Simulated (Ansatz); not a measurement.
# BeSi2 (built on the sites of a database entry of CaSi2): the cell at rest

Wanted: the relaxed cell of BeSi2 (built on the sites of a database entry of CaSi2).

Main program and level: Ansatz 0.2.0; DFT PBEsol, scalar-relativistic, plane waves, PAW.

The structure was built from a prototype and need not be the compound's stable phase.

## 1. The starting structure

The structure is tetragonal, space group I4_1/amd (No. 141). Conventional cell: a = 3.424 Å, b = 3.424 Å, c = 10.878 Å, α = 90.00°, β = 90.00°, γ = 90.00°. Be has 12 Si at 2.48 to 2.59 Å nearest. Si has 3 Si at 1.84 to 1.93 Å and 6 Be at 2.48 to 2.59 Å nearest. Farther neighbours are not listed.

## 2. A coarse first look

First a cheap look: the gap decides the mesh and the occupations, the pressure tells how far the cell has to move.

Contents of input.yaml:

```yaml
crystal:
  lattice:
    - [-1.71211, 1.71211, 5.43917]
    - [1.71211, -1.71211, 5.43917]
    - [1.71211, 1.71211, -5.43917]
  atoms:
    - { symbol: Be, position: [0.75, 0.25, 0.5] }
    - { symbol: Be, position: [0.0, 0.0, 0.0] }
    - { symbol: Si, position: [0.33453729, 0.83453729, 0.5] }
    - { symbol: Si, position: [0.58453729, 0.58453729, 0.0] }
    - { symbol: Si, position: [0.16546271, 0.66546271, 0.5] }
    - { symbol: Si, position: [0.41546271, 0.41546271, 0.0] }
kpoints:
  mp_grid: { grid: [8, 8, 8] }
hamiltonian:
  xc: pbesol
scf:
  occupations: { method: gaussian, width: 0.1 }
output:
  forces: true
  stress: true
  eigenvalues: true
```

Launch:

```console
$ ansatz run input.yaml --threads 8 --pin off --max-ram 14336MiB --backend cpu --events-out ev --progress --plain --runs-dir out
```

Numbers of over 12 decimals in the logs are rounded to 6 here.

The program printed:

```text
[...]
k-point 0: bands = [... 6 lower, 8.2629, 10.1758, 10.3906, 11.0825, 11.5629, 12.9652, 15.6227, 15.6227, ... 2 higher]
  k-point 1: bands = [... 6 lower, 7.1664, 10.6078, 11.9314, 12.5379, 13.4757, 13.8982, 14.2610, 14.8815, ... 2 higher]
  k-point 2: bands = [... 6 lower, 5.8501, 10.0964, 10.7158, 12.7699, 13.7435, 14.1719, 14.5915, 15.2283, ... 2 higher]
  k-point 58: bands = [... 6 lower, 10.2698, 10.2698, 10.5064, 10.5064, 11.5836, 11.5836, 13.5326, 13.5326, ... 2 higher]
[key lines of the parts left out:]
SCF converged after 6 iterations
Free energy (F): -2653.233518 eV
Fermi energy:    11.857102 eV
P = ⅓ Tr σ = 95.6012 GPa (956.012 kbar)
```

Run time: 1.2 s. Hardware: 8 threads of Arm Neoverse V1, shared host; peak memory 0.4 GiB.

Numbers from this step:

| Property | Result |
| --- | --- |
| pressure | 95.60 GPa |
| volume per atom | 10.63 Å³ |
| gap on the k-mesh | 0 eV |

The coarse mesh shows no gap and a pressure of 95.6 GPa.

## 3. Rough relaxation

A rough relaxation comes first, because large forces or stress need no tight tolerances yet.

input.yaml, as its differences from that of step 2:

```diff
@@ -22 +22,6 @@
   eigenvalues: true
+relax:
+  adjacent_minimum: "off"
+  f_tol: 0.05
+  max_steps: 80
+  cell: { stress_tol: 0.5 }
```

The program printed:

```text
[...]
Crystal: 6 atoms, lattice volume = 63.776 Å³
Basis set: ecut = 420 eV, 1227 PW (Γ), FFT grids on a1+a3, a2+a3, a3, exchange–correlation on 48×48×80 points (8 copies of the dense FFT grid, shifted against one another)
Bands: 16, of which v1, the nominal top of the filled ones, is band 10 counted from 1 (9 counted from 0)
Symmetry: 16 space group operations
[...]
- [-1.293382, 1.293382, 11.022645]
    - [1.293382, -1.293382, 11.022645]
    - [1.293382, 1.293382, -11.022645]
  atoms:
    - { symbol: Be, position: [0.75, 0.25, 0.5] }
    - { symbol: Be, position: [-3.110414162422924e-19, -3.1104141624229254e-19, 0] }
    - { symbol: Si, position: [0.324555, 0.824555, 0.5] }
    - { symbol: Si, position: [0.574555, 0.574555, 0] }
    - { symbol: Si, position: [0.175445, 0.675445, 0.5] }
    - { symbol: Si, position: [0.425445, 0.425445, 0] }
[key lines of the parts left out:]
SCF converged after 6 iterations
Free energy (F): -2664.915888 eV
Fermi energy:    10.319681 eV
P = ⅓ Tr σ = 0.0628 GPa (0.628 kbar)
```

Wall time 21 s (8 threads); peak memory 0.45 GiB.

Step by step (22 of 29):

| step | energy less that of the first step (eV) | largest force component (eV/Å) | pressure (GPa) | volume (Å³) |
| --- | --- | --- | --- | --- |
| 1 | 0.0000 | 4.0585 | 95.60 | 63.78 |
| 2 | -3.6166 | 0.4026 | 61.63 | 69.89 |
| 4 | -7.2660 | 0.3659 | 21.03 | 82.29 |
| 5 | -8.0358 | 0.2477 | 10.60 | 86.91 |
| 6 | -8.4704 | 0.0565 | 4.58 | 89.62 |
| 8 | -9.1392 | 0.2157 | 0.49 | 89.21 |
| 9 | -9.4409 | 0.1277 | 0.39 | 87.11 |
| 10 | -9.6527 | 0.0846 | -0.04 | 85.47 |
| 12 | -9.9509 | 0.3351 | 0.43 | 81.12 |
| 13 | -10.1128 | 0.8089 | 2.75 | 77.87 |
| 14 | -10.3244 | 0.6949 | 3.66 | 75.78 |
| 16 | -10.7291 | 0.1155 | 2.36 | 74.29 |
| 17 | -10.8313 | 0.1289 | 2.96 | 73.04 |
| 18 | -10.8604 | 0.0221 | 0.34 | 74.56 |
| 20 | -10.9588 | 0.1026 | -1.34 | 74.97 |
| 21 | -10.9679 | 0.0684 | -0.41 | 73.71 |
| 22 | -10.9722 | 0.0079 | 0.20 | 73.20 |
| 24 | -10.9790 | 0.0177 | -0.03 | 73.33 |
| 25 | -10.9809 | 0.0038 | 0.02 | 73.31 |
| 26* | -11.6585 | 0.0910 | 0.67 | 73.31 |
| 28 | -11.6822 | 0.0016 | 0.06 | 73.76 |
| 29* | -11.6824 | 0.0016 | 0.06 | 73.76 |

Relaxation steps marked * repeat the geometry before them on a plane-wave basis chosen anew for their cell, so energy and pressure can jump there. Other such steps can lie between the rows shown.

Forces are held to the 16 operations that the run works with; a distortion that breaks them can't arise in this run.

| cell as run | before | after | change |
| --- | --- | --- | --- |
| a (Å) | 5.954 | 11.173 | +87.7 % |
| b (Å) | 5.954 | 11.173 | +87.7 % |
| c (Å) | 5.954 | 11.173 | +87.7 % |
| α (°) | 146.58 | 166.71 | +13.7 % |
| β (°) | 146.58 | 166.71 | +13.7 % |
| γ (°) | 47.99 | 18.84 | -60.7 % |
| volume (Å³/atom) | 10.63 | 12.29 | +15.6 % |

The atoms that moved most (Å, as changes of fractional coordinates times the final cell):

| atom | dx | dy | dz | length |
| --- | --- | --- | --- | --- |
| Si5 | 0.000 | 0.000 | 0.220 | 0.220 |
| Si4 | 0.000 | 0.000 | -0.220 | 0.220 |
| Si6 | 0.000 | 0.000 | 0.220 | 0.220 |
| Si3 | 0.000 | 0.000 | -0.220 | 0.220 |

Final coordinates:

```cif
data_structure
_symmetry_space_group_name_H-M 'P 1'
_symmetry_Int_Tables_number 1
_cell_length_a 11.1734
_cell_length_b 11.1734
_cell_length_c 11.1734
_cell_angle_alpha 166.706
_cell_angle_beta 166.706
_cell_angle_gamma 18.844
_cell_volume 73.76
loop_
_atom_site_label
_atom_site_type_symbol
_atom_site_fract_x
_atom_site_fract_y
_atom_site_fract_z
_atom_site_occupancy
Be1 Be 0.75000 0.25000 0.50000 1
Be2 Be 0.00000 0.00000 0.00000 1
Si3 Si 0.32456 0.82456 0.50000 1
Si4 Si 0.57456 0.57456 0.00000 1
Si5 Si 0.17544 0.67544 0.50000 1
Si6 Si 0.42544 0.42544 0.00000 1
```

This step gave:

```yaml
pressure: 0.06285 GPa
volume_per_atom: 12.29 Å³
```

In this step the volume went from 10.63 to 12.29 Å³/atom.

## 4. Bringing the structure to rest

The cell and atoms are relaxed, since residual forces and stress would shift the frequencies.

Contents of input.yaml:

```yaml
crystal:
  lattice:
    - [-1.293381886, 1.293381886, 11.0226448277]
    - [1.293381886, -1.293381886, 11.0226448277]
    - [1.293381886, 1.293381886, -11.0226448277]
  atoms:
    - { symbol: Be, position: [0.75, 0.25, 0.5] }
    - { symbol: Be, position: [0.0, 0.0, 0.0] }
    - { symbol: Si, position: [0.3245551107, 0.8245551107, 0.5] }
    - { symbol: Si, position: [0.5745551107, 0.5745551107, 0.0] }
    - { symbol: Si, position: [0.1754448893, 0.6754448893, 0.5] }
    - { symbol: Si, position: [0.4254448893, 0.4254448893, 0.0] }
kpoints:
  mp_grid: { grid: [16, 16, 16] }
hamiltonian:
  xc: pbesol
scf:
  occupations: { method: gaussian, width: 0.1 }
output:
  forces: true
  stress: true
  eigenvalues: true
relax:
  adjacent_minimum: "off"
  f_tol: 0.005
  max_steps: 80
  cell: { stress_tol: 0.05 }
```

The program printed:

```text
[...]
Crystal: 6 atoms, lattice volume = 73.756 Å³
Basis set: ecut = 420 eV, 1457 PW (Γ), FFT grids on a1+a3, a2+a3, a3, exchange–correlation on 36×36×150 points (8 copies of the dense FFT grid, shifted against one another)
Bands: 16, of which v1, the nominal top of the filled ones, is band 10 counted from 1 (9 counted from 0)
[... 1 set-up line as in the run before ...]
[...]
k-points: 349 of 4096
[...]
SCF iter   1: F=—  HF=-2664.805286 eV  |F-HF|=—  |Δ(HF+E_count)|=         —  Δρ=2.60e-3  dr2=5.69e-3  ethr=1.77e-3  ⟨swp⟩=6.7  Hψ=37002  notcnv=0  defer=3
[...]
SCF iter   8: F=-2664.803333 eV  HF=-2664.803333 eV  |F-HF|=2.92e-9  |Δ(HF+E_count)|=   2.86e-8  Δρ=1.15e-6  dr2=3.44e-9  ethr=5.00e-10  ⟨swp⟩=4.0  Hψ=16077  notcnv=0
SCF 1 converged in 8 iterations: F = -2664.803333 eV  dr2 = 3.44e-9
[...]
relax step   1: F+E_penalty+E_count = -2664.80333300 eV  Δ(F+E_penalty+E_count) = +0.000e0 eV  max|allowed force component| = 4.160e-2 eV/Å  Δτ_max = 0.0000 Å  P = +0.025 GPa  Ω = 73.756 Å³  (8 SCF iters, dr2 threshold 1.00e-7 eV, accepted)
Crystal: 6 atoms, lattice volume = 73.763 Å³
Basis set: ecut = 420 eV, 1465 PW (Γ), FFT grids on a1+a3, a2+a3, a3, exchange–correlation on 36×36×150 points (8 copies of the dense FFT grid, shifted against one another)
[...]
SCF iter   6: F=-2664.804952 eV  HF=-2664.804952 eV  |F-HF|=4.09e-12  |Δ(HF+E_count)|=  8.00e-11  Δρ=2.36e-7  dr2=1.82e-11  ethr=5.84e-12  ⟨swp⟩=1.1  Hψ=16346  notcnv=0
[...]
SCF 2 converged in 6 iterations: F = -2664.804952 eV  dr2 = 1.82e-11
relax step   2: F+E_penalty+E_count = -2664.80495224 eV  Δ(F+E_penalty+E_count) = -1.619e-3 eV  max|allowed force component| = 9.243e-3 eV/Å  Δτ_max = 0.0037 Å  P = +0.015 GPa  Ω = 73.763 Å³  energy of the carried Pulay correction = -1.224e-6 eV  (6 SCF iters, dr2 threshold 6.00e-7 eV, accepted)
Crystal: 6 atoms, lattice volume = 73.752 Å³
[...]
SCF iter   6: F=-2664.805780 eV  HF=-2664.805780 eV  |F-HF|=6.94e-10  |Δ(HF+E_count)|=   3.14e-8  Δρ=1.37e-6  dr2=1.40e-9  ethr=9.00e-10  ⟨swp⟩=2.6  Hψ=18628  notcnv=0
[...]
SCF 3 converged in 6 iterations: F = -2664.805780 eV  dr2 = 1.40e-9
relax step   3: F+E_penalty+E_count = -2664.80577995 eV  Δ(F+E_penalty+E_count) = -8.277e-4 eV  max|allowed force component| = 1.183e-3 eV/Å  Δτ_max = 0.0019 Å  P = +0.020 GPa  Ω = 73.752 Å³  energy of the carried Pulay correction = +8.109e-7 eV  (6 SCF iters, dr2 threshold 3.57e-7 eV, accepted)
[...]
relax step   4: F+E_penalty+E_count = -2664.80582540 eV  Δ(F+E_penalty+E_count) = -4.545e-5 eV  max|allowed force component| = 3.565e-3 eV/Å  Δτ_max = 0.0003 Å  P = -0.020 GPa  Ω = 73.780 Å³  energy of the carried Pulay correction = -4.649e-6 eV  (6 SCF iters, dr2 threshold 7.66e-9 eV, accepted)
[...]
relax step   5: F+E_penalty+E_count = -2664.80599245 eV  Δ(F+E_penalty+E_count) = -1.671e-4 eV  max|allowed force component| = 2.116e-3 eV/Å  Δτ_max = 0.0004 Å  P = +0.019 GPa  Ω = 73.771 Å³  energy of the carried Pulay correction = -2.786e-6 eV  (6 SCF iters, dr2 threshold 1.27e-8 eV, accepted)
[...]
relax step   6: F+E_penalty+E_count = -2664.80620004 eV  Δ(F+E_penalty+E_count) = -2.076e-4 eV  max|allowed force component| = 6.412e-3 eV/Å  Δτ_max = 0.0005 Å  P = +0.040 GPa  Ω = 73.799 Å³  energy of the carried Pulay correction = -8.321e-6 eV  (6 SCF iters, dr2 threshold 9.48e-9 eV, accepted)
[...]
relax step   7: F+E_penalty+E_count = -2664.80618807 eV  Δ(F+E_penalty+E_count) = +1.197e-5 eV  max|allowed force component| = 2.475e-3 eV/Å  Δτ_max = 0.0004 Å  P = -0.018 GPa  Ω = 73.827 Å³  energy of the carried Pulay correction = -1.364e-5 eV  (6 SCF iters, dr2 threshold 2.56e-8 eV, rejected (line search))
[...]
relax step   8: F+E_penalty+E_count = -2664.80621450 eV  Δ(F+E_penalty+E_count) = -1.447e-5 eV  max|allowed force component| = 3.123e-3 eV/Å  Δτ_max = 0.0007 Å  P = -0.023 GPa  Ω = 73.839 Å³  energy of the carried Pulay correction = -1.607e-5 eV  (6 SCF iters, accepted)
[...]
SCF iter   6: F=-2664.806300 eV  HF=-2664.806300 eV  |F-HF|=0.00e0  |Δ(HF+E_count)|=  1.82e-12  Δρ=8.04e-9  dr2=3.23e-14  ethr=1.00e-12  ⟨swp⟩=2.3  Hψ=16409  notcnv=0
SCF 9 converged in 6 iterations: F = -2664.806300 eV  dr2 = 3.23e-14
relax step   9: F+E_penalty+E_count = -2664.80629998 eV  Δ(F+E_penalty+E_count) = -8.548e-5 eV  max|allowed force component| = 3.144e-3 eV/Å  Δτ_max = 0.0000 Å  P = -0.021 GPa  Ω = 73.839 Å³  stress off target by 4.51e-2 GPa  SCF on the basis re-selected at this cell (its energy is not comparable with the rows above)  (6 SCF iters)
[...]
SCF converged after 6 iterations
Free energy (F): -2664.806300 eV
[...]
Internal energy: -2664.796250 eV  (E = F + TS)
E sigma→0 (E₀):  -2664.801275 eV
Entropy (-TS):   -0.010050 eV (-1.675 meV/atom)
Fermi energy:    10.217437 eV
[...]
--- Forces (eV/Å), atoms counted from 1 ---
  atom   1  Be     0.00000000    -0.00000000     0.00000000
  atom   2  Be     0.00000000    -0.00000000     0.00000000
  atom   3  Si     0.00000000    -0.00000000     0.00314365
  atom   4  Si     0.00000000     0.00000000     0.00314365
  atom   5  Si     0.00000000     0.00000000    -0.00314365
  atom   6  Si     0.00000000    -0.00000000    -0.00314365
  max |Σ_I F_I| component: 2.17e-18 eV/Å
--- Stress (GPa, compression-positive) ---
       -0.008676       0.000000       0.000000
        0.000000      -0.008676      -0.000000
       -0.000000      -0.000000      -0.045098
  P = ⅓ Tr σ = -0.0208 GPa (-0.208 kbar)
--- Band table (eV; the first three rows and the last of 349) ---
  k-point 0: bands = [... 6 lower, 8.0858, 13.7848, 14.8040, 14.8040, 14.8612, 14.8612, 15.4905, 16.4849, ... 2 higher]
  k-point 1: bands = [... 6 lower, 8.2095, 13.1793, 13.2929, 13.7883, 13.9633, 13.9639, 15.4443, 15.4793, ... 2 higher]
  k-point 2: bands = [... 6 lower, 8.5731, 11.2497, 11.3654, 12.2292, 12.3085, 14.0065, 14.1157, 14.1711, ... 2 higher]
  k-point 348: bands = [... 6 lower, 10.6860, 10.6860, 14.5891, 14.5891, 15.2811, 15.2811, 16.2434, 16.2434, ... 2 higher]
--- Relaxed structure (8 steps of the walk, 7 accepted, 1 SCFs on fresh bases) ---
[...]
cell:  # Å, volume = 73.8390 Å³
    - [-1.306325, 1.306325, 10.817410]
    - [1.306325, -1.306325, 10.817410]
    - [1.306325, 1.306325, -10.817410]
  atoms:
    - { symbol: Be, position: [0.750000, 0.250000, 0.500000] }
    - { symbol: Be, position: [0, 0, 0] }
    - { symbol: Si, position: [0.324243, 0.824243, 0.5] }
    - { symbol: Si, position: [0.574243, 0.574243, 0] }
    - { symbol: Si, position: [0.175757, 0.675757, 0.5] }
    - { symbol: Si, position: [0.425757, 0.425757, 0] }
```

Run time: 35 s. Hardware: 8 threads; peak memory 0.73 GiB; 4.4 min of CPU time.

The steps of the relaxation:

| step | energy less that of the first step (eV) | largest force component (eV/Å) | pressure (GPa) | volume (Å³) |
| --- | --- | --- | --- | --- |
| 1 | 0.0000 | 0.0416 | 0.02 | 73.76 |
| 2 | -0.0016 | 0.0092 | 0.02 | 73.76 |
| 3 | -0.0024 | 0.0012 | 0.02 | 73.75 |
| 4 | -0.0025 | 0.0036 | -0.02 | 73.78 |
| 5 | -0.0027 | 0.0021 | 0.02 | 73.77 |
| 6 | -0.0029 | 0.0064 | 0.04 | 73.80 |
| 7 | -0.0029 | 0.0025 | -0.02 | 73.83 |
| 8 | -0.0029 | 0.0031 | -0.02 | 73.84 |
| 9* | -0.0030 | 0.0031 | -0.02 | 73.84 |

Relaxation steps marked * repeat the geometry before them on a plane-wave basis chosen anew for their cell, so energy and pressure can jump there. Relaxation step 7 was tried and not accepted.

Forces are held to the 16 operations that the run works with; a distortion that breaks them can't arise in this run.

| conventional cell, symmetrised | before | after | change |
| --- | --- | --- | --- |
| a (Å) | 2.587 | 2.613 | +1.0 % |
| b (Å) | 2.587 | 2.613 | +1.0 % |
| c (Å) | 22.045 | 21.635 | -1.9 % |
| volume (Å³/atom) | 12.29 | 12.31 | +0.1 % |

The relaxed structure:

```cif
data_structure
_symmetry_space_group_name_H-M 'P 1'
_symmetry_Int_Tables_number 1
_cell_length_a 10.9740
_cell_length_b 10.9740
_cell_length_c 10.9740
_cell_angle_alpha 166.327
_cell_angle_beta 166.327
_cell_angle_gamma 19.383
_cell_volume 73.84
loop_
_atom_site_label
_atom_site_type_symbol
_atom_site_fract_x
_atom_site_fract_y
_atom_site_fract_z
_atom_site_occupancy
Be1 Be 0.75000 0.25000 0.50000 1
Be2 Be 0.00000 0.00000 0.00000 1
Si3 Si 0.32424 0.82424 0.50000 1
Si4 Si 0.57424 0.57424 0.00000 1
Si5 Si 0.17576 0.67576 0.50000 1
Si6 Si 0.42576 0.42576 0.00000 1
```

Numbers from this step:

```yaml
pressure: -0.02082 GPa
volume_per_atom: 12.31 Å³
```

In this step the volume went from 12.29 to 12.31 Å³/atom.

## 5. Relaxing to small forces for the phonons

Phonons need a cell at rest on their own settings, so the relaxation is repeated with tight tolerances on forces and stress on the k mesh and occupations of the first response run.

Contents of input.yaml:

```yaml
crystal:
  lattice:
    - [-1.3063252164, 1.3063252164, 10.8174097758]
    - [1.3063252164, -1.3063252164, 10.8174097758]
    - [1.3063252164, 1.3063252164, -10.8174097758]
  atoms:
    - { symbol: Be, position: [0.75, 0.25, 0.5] }
    - { symbol: Be, position: [0.0, 0.0, 0.0] }
    - { symbol: Si, position: [0.3242427831, 0.8242427831, 0.5] }
    - { symbol: Si, position: [0.5742427831, 0.5742427831, 0.0] }
    - { symbol: Si, position: [0.1757572169, 0.6757572169, 0.5] }
    - { symbol: Si, position: [0.4257572169, 0.4257572169, 0.0] }
kpoints:
  mp_grid: { grid: [16, 16, 16] }
hamiltonian:
  xc: pbesol
scf:
  occupations: { method: methfessel_paxton, width: 0.15 }
output:
  forces: true
  stress: true
  eigenvalues: true
relax:
  adjacent_minimum: "off"
  f_tol: 0.001
  max_steps: 60
  cell: { stress_tol: 0.01 }
```

The program printed:

```text
[...]
Crystal: 6 atoms, lattice volume = 73.839 Å³
Basis set: ecut = 420 eV, 1473 PW (Γ), FFT grids on a1+a3, a2+a3, a3, exchange–correlation on 36×36×150 points (8 copies of the dense FFT grid, shifted against one another)
Bands: 16, of which v1, the nominal top of the filled ones, is band 10 counted from 1 (9 counted from 0)
[... 1 set-up line as in the run before ...]
[...]
cell:  # Å, volume = 73.8230 Å³
    - [-1.307156, 1.307156, 10.801312]
    - [1.307156, -1.307156, 10.801312]
    - [1.307156, 1.307156, -10.801312]
  atoms:
    - { symbol: Be, position: [0.750000, 0.250000, 0.500000] }
    - { symbol: Be, position: [0, 0, 0] }
    - { symbol: Si, position: [0.324258, 0.824258, 0.5] }
    - { symbol: Si, position: [0.574258, 0.574258, 0] }
    - { symbol: Si, position: [0.175742, 0.675742, 0.5] }
    - { symbol: Si, position: [0.425742, 0.425742, 0] }
[key lines of the parts left out:]
SCF converged after 5 iterations
Free energy (F): -2664.801199 eV
Fermi energy:    10.221472 eV
P = ⅓ Tr σ = 0.0063 GPa (0.063 kbar)
```

Elapsed: 21 s, on 8 threads; peak memory 0.81 GiB; 2.7 min of CPU time.

The steps of the relaxation:

| step | energy less that of the first step (eV) | largest force component (eV/Å) | pressure (GPa) | volume (Å³) |
| --- | --- | --- | --- | --- |
| 1 | 0.0000 | 0.0055 | -0.03 | 73.84 |
| 2 | 0.0000 | 0.0038 | -0.01 | 73.83 |
| 3 | 0.0000 | 0.0001 | -0.02 | 73.84 |
| 4 | -0.0001 | 0.0009 | 0.01 | 73.82 |
| 5* | -0.0001 | 0.0009 | 0.01 | 73.82 |

Relaxation steps marked * repeat the geometry before them on a plane-wave basis chosen anew for their cell, so energy and pressure can jump there.

The run keeps the 16 symmetry operations that it works with, so distortions that break them were not tested.

| conventional cell, symmetrised | before | after | change |
| --- | --- | --- | --- |
| a (Å) | 2.613 | 2.614 | +0.1 % |
| b (Å) | 2.613 | 2.614 | +0.1 % |
| c (Å) | 21.635 | 21.603 | -0.1 % |
| volume (Å³/atom) | 12.31 | 12.30 | -0.0 % |

The relaxed structure:

```xyz
6
Lattice="-1.3072 1.3072 10.8013 1.3072 -1.3072 10.8013 1.3072 1.3072 -10.8013" Properties=species:S:1:pos:R:3 pbc="T T T"
Be    0.0000    1.3072    5.4007
Be    0.0000    0.0000    0.0000
Si    1.3072    0.0000    7.0048
Si    0.0000    0.0000   12.4055
Si    1.3072    0.0000    3.7965
Si    0.0000    0.0000    9.1971
```

This step gave:

| Property | Result |
| --- | --- |
| pressure | 0.006342 GPa |
| volume per atom | 12.30 Å³ |

The largest force component left is 0.88 meV/Å and the pressure is 0.006 GPa, within the tolerances set. The cell now holds 12.30 Å³/atom.

## 6. Outcome

```yaml
space_group_after_relaxation_within_0p01_a: I4_1/amd
lattice_constant_a: 2.614 Å
lattice_constant_b: 2.614 Å
lattice_constant_c: 21.603 Å
volume_per_atom: 12.3 Å³
```

What this shows: The largest force component left is 0.88 meV/Å and the pressure is 0.006 GPa, within the tolerances set. The cell now holds 12.30 Å³/atom. The relaxation keeps the symmetry of its start, so it says nothing on stability against lower symmetry. The starting cell was built on a prototype and not taken from a measurement, so the phase need not exist.

[Logs are printed without paths, hosts, clocks, repeated set-up lines and the standing remarks that a program may print on its own settings, such as how far it seeks lower states.]

[Hosts, paths, dates, database ids (printed as entryN), source tags and the programs' standing remarks are cut or masked in the printed files.]
